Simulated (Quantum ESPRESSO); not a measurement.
# Be2Al (hypothetical, Fm-3m): phonons against volume, part 3 of 6

Wanted: mode Grüneisen parameters of Be2Al (hypothetical) and a free-energy fit over volumes. The crystal structure is hypothetical: it was made by swapping elements on a known structure type.

Quantum ESPRESSO 7.5; DFT PBEsol, scalar-relativistic, plane waves, GBRV ultrasoft pseudopotentials.

So far. Step 2 (A first coarse run): The start is under 13 GPa at this level and looks like a metal on this mesh. Step 3 (Relaxation): After the last step pw.x solved the final cell once more on a basis chosen for it, which moves the energy without moving the atoms.

**4. Ground state at this cell**

A tight ground state at this cell gives the energy of this member; its pressure is the stress at this cutoff, which can carry an offset from the finite basis.

scf.in reads:

```
&CONTROL
  calculation = 'scf'
  prefix      = 'x'
  outdir      = './tmp'
  pseudo_dir  = './pseudo'
  tprnfor     = .true.
  tstress     = .true.
/
&SYSTEM
  ibrav       = 0
  nat         = 3
  ntyp        = 2
  ecutwfc     = 45.0
  ecutrho     = 270.0
  occupations = 'smearing'
  smearing    = 'mv'
  degauss     = 0.02
/
&ELECTRONS
  conv_thr         = 1.0d-12
  mixing_beta      = 0.7
  electron_maxstep = 100
/
ATOMIC_SPECIES
 Be      9.0122  Be.upf
 Al     26.9815  Al.upf
CELL_PARAMETERS angstrom
     0.000000000    2.722457854    2.722457854
     2.722457854    0.000000000    2.722457854
     2.722457854    2.722457854    0.000000000
ATOMIC_POSITIONS crystal
 Be     0.250000000   0.250000000   0.250000000
 Be     0.750000000   0.750000000   0.750000000
 Al     0.000000000   0.000000000   0.000000000
K_POINTS automatic
 12 12 12 0 0 0
```

Run with:

```
> OMP_NUM_THREADS=1 mpirun -n 8 pw.x -nk 8 -in scf.in > scf.out
```

The log of the run:

```text
[banner, memory and clock lines left out]
Program PWSCF v.7.5

     Message from routine setup:
     using ibrav=0 with symmetry is DISCOURAGED, use correct ibrav instead

     G-vector sticks info

     bravais-lattice index     =            0
     lattice parameter (alat)  =       7.2757  a.u.
     unit-cell volume          =     272.3392 (a.u.)^3
     number of atoms/cell      =            3
     number of atomic types    =            2
     number of electrons       =        11.00
     number of Kohn-Sham states=           10
     kinetic-energy cutoff     =      45.0000  Ry
     charge density cutoff     =     270.0000  Ry
     scf convergence threshold =      1.0E-12
     mixing beta               =       0.7000
     number of iterations used =            8  plain     mixing
     Exchange-correlation= SLA  PW   PSX  PSC
                           (   1   4  10   8   0   0   0)

     celldm(1)=   7.275704  celldm(2)=   0.000000  celldm(3)=   0.000000
     celldm(4)=   0.000000  celldm(5)=   0.000000  celldm(6)=   0.000000

     crystal axes: (cart. coord. in units of alat)
               a(1) = (   0.000000   0.707107   0.707107 )
               a(2) = (   0.707107   0.000000   0.707107 )
               a(3) = (   0.707107   0.707107   0.000000 )

     reciprocal axes: (cart. coord. in units 2 pi/alat)
               b(1) = ( -0.707107  0.707107  0.707107 )
               b(2) = (  0.707107 -0.707107  0.707107 )
               b(3) = (  0.707107  0.707107 -0.707107 )

     PseudoPot. # 1 for Be read from file:
     ./pseudo/Be.upf
     Pseudo is Ultrasoft, Zval =  4.0
     Using radial grid of  769 points,  6 beta functions with:
                l(1) =   0
                l(2) =   0
                l(3) =   0
                l(4) =   1
                l(5) =   1
                l(6) =   2
     Q(r) pseudized with 10 coefficients,  rinner =    1.000   1.000   1.000
                                                       1.000   1.000

     PseudoPot. # 2 for Al read from file:
     ./pseudo/Al.upf
     Pseudo is Ultrasoft + core correction, Zval =  3.0
     Using radial grid of  893 points,  3 beta functions with:
                l(1) =   0
                l(2) =   1
                l(3) =   2
     Q(r) pseudized with  8 coefficients,  rinner =    0.900   0.900   0.900
                                                       0.900   0.900

     atomic species   valence    mass     pseudopotential
     Be                4.00     9.01220     Be( 1.00)
     Al                3.00    26.98150     Al( 1.00)

     48 Sym. Ops., with inversion, found

   Cartesian axes

     site n.     atom                  positions (alat units)
         1        Be     tau(   1) = (   0.3535534   0.3535534   0.3535534  )
         2        Be     tau(   2) = (   1.0606602   1.0606602   1.0606602  )
         3        Al     tau(   3) = (   0.0000000   0.0000000   0.0000000  )

     number of k points=    72  Marzari-Vanderbilt smearing, width (Ry)=  0.0200
                       cart. coord. in units 2pi/alat
        k(    1) = (   0.0000000   0.0000000   0.0000000), wk =   0.0011574
        k(    2) = (   0.0589256   0.0589256  -0.0589256), wk =   0.0092593
        k(    3) = (   0.1178511   0.1178511  -0.1178511), wk =   0.0092593
        k(    4) = (   0.1767767   0.1767767  -0.1767767), wk =   0.0092593
        k(    5) = (   0.2357023   0.2357023  -0.2357023), wk =   0.0092593
        k(    6) = (   0.2946278   0.2946278  -0.2946278), wk =   0.0092593
        k(    7) = (  -0.3535534  -0.3535534   0.3535534), wk =   0.0046296
        k(    8) = (   0.1178511   0.0000000  -0.0000000), wk =   0.0069444
        k(    9) = (   0.1767767   0.0589256  -0.0589256), wk =   0.0277778
        k(   10) = (   0.2357023   0.1178511  -0.1178511), wk =   0.0277778
        k(   11) = (   0.2946278   0.1767767  -0.1767767), wk =   0.0277778
        k(   12) = (   0.3535534   0.2357023  -0.2357023), wk =   0.0277778
        k(   13) = (  -0.2946278  -0.4124790   0.4124790), wk =   0.0277778
        k(   14) = (  -0.2357023  -0.3535534   0.3535534), wk =   0.0277778
        k(   15) = (  -0.1767767  -0.2946278   0.2946278), wk =   0.0277778
        k(   16) = (  -0.1178511  -0.2357023   0.2357023), wk =   0.0277778
[...]
k(   65) = (  -0.2357023  -0.4714045   0.7071068), wk =   0.0277778
        k(   66) = (  -0.1767767  -0.4124790   0.6481812), wk =   0.0555556
        k(   67) = (  -0.1178511  -0.3535534   0.5892557), wk =   0.0277778
        k(   68) = (  -0.1178511  -0.4714045   0.7071068), wk =   0.0277778
        k(   69) = (  -0.0589256  -0.4124790   0.6481812), wk =   0.0555556
        k(   70) = (   0.0000000  -0.3535534   0.5892557), wk =   0.0277778
        k(   71) = (  -0.7071068   0.2357023   0.0000000), wk =   0.0138889
        k(   72) = (  -0.7071068   0.3535534   0.0000000), wk =   0.0069444

     Dense  grid:    20395 G-vectors     FFT dimensions: (  40,  40,  40)

     Smooth grid:    11017 G-vectors     FFT dimensions: (  32,  32,  32)

     Initial potential from superposition of free atoms

     starting charge      10.9973, renormalised to      11.0000
     Starting wfcs are   14 randomized atomic wfcs

     per-process dynamical memory:    21.1 Mb

     Self-consistent Calculation

     iteration #  1     ecut=    45.00 Ry     beta= 0.70
     Davidson diagonalization with overlap
     ethr =  1.00E-02,  avg # of iterations =  2.7

     Threshold (ethr) on eigenvalues was too large:
     Diagonalizing with lowered threshold

     Davidson diagonalization with overlap
     ethr =  8.79E-05,  avg # of iterations =  5.0

     total energy              =     -62.73272972 Ry
     estimated scf accuracy    <       0.01030975 Ry

     iteration #  2     ecut=    45.00 Ry     beta= 0.70
     Davidson diagonalization with overlap
     ethr =  9.37E-05,  avg # of iterations =  1.0

     total energy              =     -62.73310049 Ry
     estimated scf accuracy    <       0.00061371 Ry

     iteration #  3     ecut=    45.00 Ry     beta= 0.70
     Davidson diagonalization with overlap
     ethr =  5.58E-06,  avg # of iterations =  4.5

     total energy              =     -62.73312928 Ry
     estimated scf accuracy    <       0.00000980 Ry

     iteration #  4     ecut=    45.00 Ry     beta= 0.70
     Davidson diagonalization with overlap
     ethr =  8.91E-08,  avg # of iterations =  2.1

     total energy              =     -62.73313098 Ry
     estimated scf accuracy    <       0.00000040 Ry

     iteration #  5     ecut=    45.00 Ry     beta= 0.70
     Davidson diagonalization with overlap
[...]
9.7053  12.6806

          k = 0.1768 0.1768-0.1768 (  1378 PWs)   bands (ev):

   -93.8912 -93.8899  -3.1847   3.2376   6.3441   6.3441   8.7799   8.7799
     9.8001  12.4463

          k = 0.2357 0.2357-0.2357 (  1399 PWs)   bands (ev):

   -93.8910 -93.8901  -2.5726   1.8375   6.2441   6.2441   8.2604   8.2604
     9.7848  12.2555

          k = 0.2946 0.2946-0.2946 (  1392 PWs)   bands (ev):

   -93.8908 -93.8903  -1.8283   0.6060   6.2282   6.2282   7.8420   7.8420
     9.7507  12.1329

          k =-0.3536-0.3536 0.3536 (  1380 PWs)   bands (ev):

   -93.8905 -93.8905  -1.2753  -0.1114   6.2380   6.2380   7.6797   7.6797
     9.7360  12.0907

          k = 0.1179 0.0000-0.0000 (  1391 PWs)   bands (ev):

   -93.8914 -93.8897  -3.8685   6.3024   6.3024   6.8031   8.4169   9.6592
     9.6592  11.7944

          k = 0.1768 0.0589-0.0589 (  1398 PWs)   bands (ev):

   -93.8914 -93.8898  -3.6592   5.2255   5.9005   6.8868   8.0373  10.0466
    10.0983  11.1803

          k = 0.2357 0.1179-0.1179 (  1384 PWs)   bands (ev):

   -93.8912 -93.8899  -3.2728   3.7821   5.6214   6.7438   7.8072   9.9177
    10.2267  11.3162

          k = 0.2946 0.1768-0.1768 (  1392 PWs)   bands (ev):

   -93.8911 -93.8900  -2.7152   2.3571   5.4930   6.3941   7.6130   9.3993
    10.2240  12.0135

          k = 0.3536 0.2357-0.2357 (  1396 PWs)   bands (ev):

   -93.8909 -93.8902  -2.0071   1.0625   5.5253   5.9708   7.5749   8.8322
    10.1921  12.4163

          k =-0.2946-0.4125 0.4125 (  1395 PWs)   bands (ev):

   -93.8906 -93.8905  -1.2895   0.0733   5.5869   5.7169   7.7291   8.3646
    10.1745  12.4314

          k =-0.2357-0.3536 0.3536 (  1393 PWs)   bands (ev):

   -93.8907 -93.8904  -1.5000   0.3388   5.3140   6.0537   8.0472   8.0542
    10.1923  12.4587

          k =-0.1768-0.2946 0.2946 (  1394 PWs)   bands (ev):

   -93.8909 -93.8902  -2.2571   1.4755   5.1850   6.4974   7.9017   8.5110
[...]
k =-0.1179-0.2357 0.2357 (  1381 PWs)   bands (ev):

   -93.8911 -93.8900  -2.9195   2.8255   5.2120   6.9509   7.9469   9.0161
[...]
k =-0.0589-0.1768 0.1768 (  1383 PWs)   bands (ev):

[...]
k =-0.0000-0.1179 0.1179 (  1395 PWs)   bands (ev):

[...]
k = 0.2357 0.0000-0.0000 (  1383 PWs)   bands (ev):

[...]
k = 0.2946 0.0589-0.0589 (  1376 PWs)   bands (ev):

[...]
k = 0.3536 0.1179-0.1179 (  1384 PWs)   bands (ev):

[...]
k = 0.4125 0.1768-0.1768 (  1389 PWs)   bands (ev):

[...]
k =-0.2357-0.4714 0.4714 (  1398 PWs)   bands (ev):

[...]
k =-0.1768-0.4125 0.4125 (  1392 PWs)   bands (ev):

[...]
k =-0.1179-0.3536 0.3536 (  1398 PWs)   bands (ev):

[...]
k =-0.0589-0.2946 0.2946 (  1389 PWs)   bands (ev):

[...]
k = 0.0000-0.2357 0.2357 (  1380 PWs)   bands (ev):

[...]
k = 0.3536 0.0000 0.0000 (  1387 PWs)   bands (ev):

[...]
k = 0.4125 0.0589-0.0589 (  1384 PWs)   bands (ev):

[...]
k = 0.4714 0.1179-0.1179 (  1387 PWs)   bands (ev):

[...]
k =-0.1768-0.5303 0.5303 (  1383 PWs)   bands (ev):

[...]
k =-0.1179-0.4714 0.4714 (  1392 PWs)   bands (ev):

[...]
k =-0.0589-0.4125 0.4125 (  1386 PWs)   bands (ev):

[...]
k = 0.0000-0.3536 0.3536 (  1388 PWs)   bands (ev):

[...]
k = 0.4714 0.0000-0.0000 (  1379 PWs)   bands (ev):

[...]
k = 0.5303 0.0589-0.0589 (  1387 PWs)   bands (ev):

[...]
k =-0.1179-0.5893 0.5893 (  1378 PWs)   bands (ev):

[...]
k =-0.0589-0.5303 0.5303 (  1385 PWs)   bands (ev):

[...]
k = 0.5893 0.0000-0.0000 (  1379 PWs)   bands (ev):

[...]
k = 0.0000-0.5893 0.5893 (  1380 PWs)   bands (ev):

[...]
k =-0.7071 0.0000 0.0000 (  1362 PWs)   bands (ev):

[...]
k = 0.2357 0.1179 0.0000 (  1383 PWs)   bands (ev):

[...]
k = 0.2946 0.1768-0.0589 (  1378 PWs)   bands (ev):

[...]
k = 0.3536 0.2357-0.1179 (  1388 PWs)   bands (ev):

[...]
k = 0.3536 0.1179 0.0000 (  1383 PWs)   bands (ev):

[...]
k = 0.4125 0.1768-0.0589 (  1389 PWs)   bands (ev):

[...]
k = 0.0000-0.2357 0.3536 (  1385 PWs)   bands (ev):

[...]
k = 0.4714 0.1179-0.0000 (  1382 PWs)   bands (ev):

[...]
k =-0.1179-0.5893 0.7071 (  1379 PWs)   bands (ev):

[...]
k =-0.0589-0.5303 0.6482 (  1385 PWs)   bands (ev):

[...]
k =-0.0000-0.4714 0.5893 (  1384 PWs)   bands (ev):

[...]
k =-0.7071 0.1179-0.0000 (  1384 PWs)   bands (ev):

[...]
k =-0.2357-0.4714 0.7071 (  1392 PWs)   bands (ev):

   -93.8908 -93.8902  -1.6435   2.5080   2.7655   4.2081   8.1438  10.0545
    10.4918  12.8121

          k =-0.1768-0.4125 0.6482 (  1386 PWs)   bands (ev):

   -93.8907 -93.8904  -0.9176   1.4560   2.7057   3.6588   8.7002   9.5742
    11.4463  13.1351

          k =-0.1179-0.3536 0.5893 (  1400 PWs)   bands (ev):

   -93.8905 -93.8905  -0.3879   0.7817   2.7778   3.4107   9.0893   9.1776
    12.7419  12.9856

          k =-0.1179-0.4714 0.7071 (  1388 PWs)   bands (ev):

   -93.8907 -93.8903  -0.6564   1.8874   2.4454   2.8752   8.0517  10.0878
    10.9101  13.7114

          k =-0.0589-0.4125 0.6482 (  1391 PWs)   bands (ev):

   -93.8906 -93.8905  -0.0242   1.3247   1.9917   2.7679   8.6408  10.3532
    11.2030  13.4122

          k = 0.0000-0.3536 0.5893 (  1388 PWs)   bands (ev):

   -93.8906 -93.8905  -0.2307   1.5228   1.7835   3.1020   9.1047   9.6500
    12.0939  12.8540

          k =-0.7071 0.2357 0.0000 (  1396 PWs)   bands (ev):

   -93.8907 -93.8904   0.1293   1.1867   2.3377   2.4614   8.0120   9.9578
    11.3934  14.0874

          k =-0.7071 0.3536 0.0000 (  1384 PWs)   bands (ev):

   -93.8905 -93.8905   0.2753   1.6791   1.6791   2.1372   9.6375   9.6375
    11.8085  12.2169

     the Fermi energy is     5.3481 ev

!    total energy              =     -62.73313104 Ry
     estimated scf accuracy    <          7.7E-13 Ry
     smearing contrib. (-TS)   =      -0.00005356 Ry
     internal energy E=F+TS    =     -62.73307747 Ry

     The total energy is F=E-TS. E is the sum of the following terms:
     one-electron contribution =     -34.82854297 Ry
     hartree contribution      =      11.48772561 Ry
     xc contribution           =     -13.99294260 Ry
     ewald contribution        =     -25.39931752 Ry

     convergence has been achieved in   9 iterations

     Forces acting on atoms (cartesian axes, Ry/au):

     atom    1 type  1   force =     0.00000000    0.00000000    0.00000000
     atom    2 type  1   force =     0.00000000    0.00000000    0.00000000
     atom    3 type  2   force =    -0.00000000   -0.00000000    0.00000000

     Total force =     0.000000     Total SCF correction =     0.000000

     Computing stress (Cartesian axis) and pressure

          total   stress  (Ry/bohr**3)                   (kbar)     P=        1.26
   0.00000856  -0.00000000   0.00000000            1.26       -0.00        0.00
  -0.00000000   0.00000856   0.00000000           -0.00        1.26        0.00
   0.00000000   0.00000000   0.00000856            0.00        0.00        1.26

     XML data file, charge density, pseudopotentials, collected wavefunctions
```

The job ended after 3 s (8 MPI ranks of Arm Neoverse V2, shared host; 23 s of CPU time).

On a basis chosen for the relaxed cell the pressure is 0.13 GPa, small enough for phonons.

(Part 3 of 6 ends here.)

[Logs are printed without paths, hosts, clocks, repeated set-up lines and the standing remarks that a program may print on its own settings, such as how far it seeks lower states.]

[Hosts, paths, dates, database ids (printed as entryN), source tags and the programs' standing remarks are cut or masked in the printed files.]

[A step with changed settings may run another functional than the one named; its input shows which.]

[Of the runs on displaced cells, only some may be shown.]
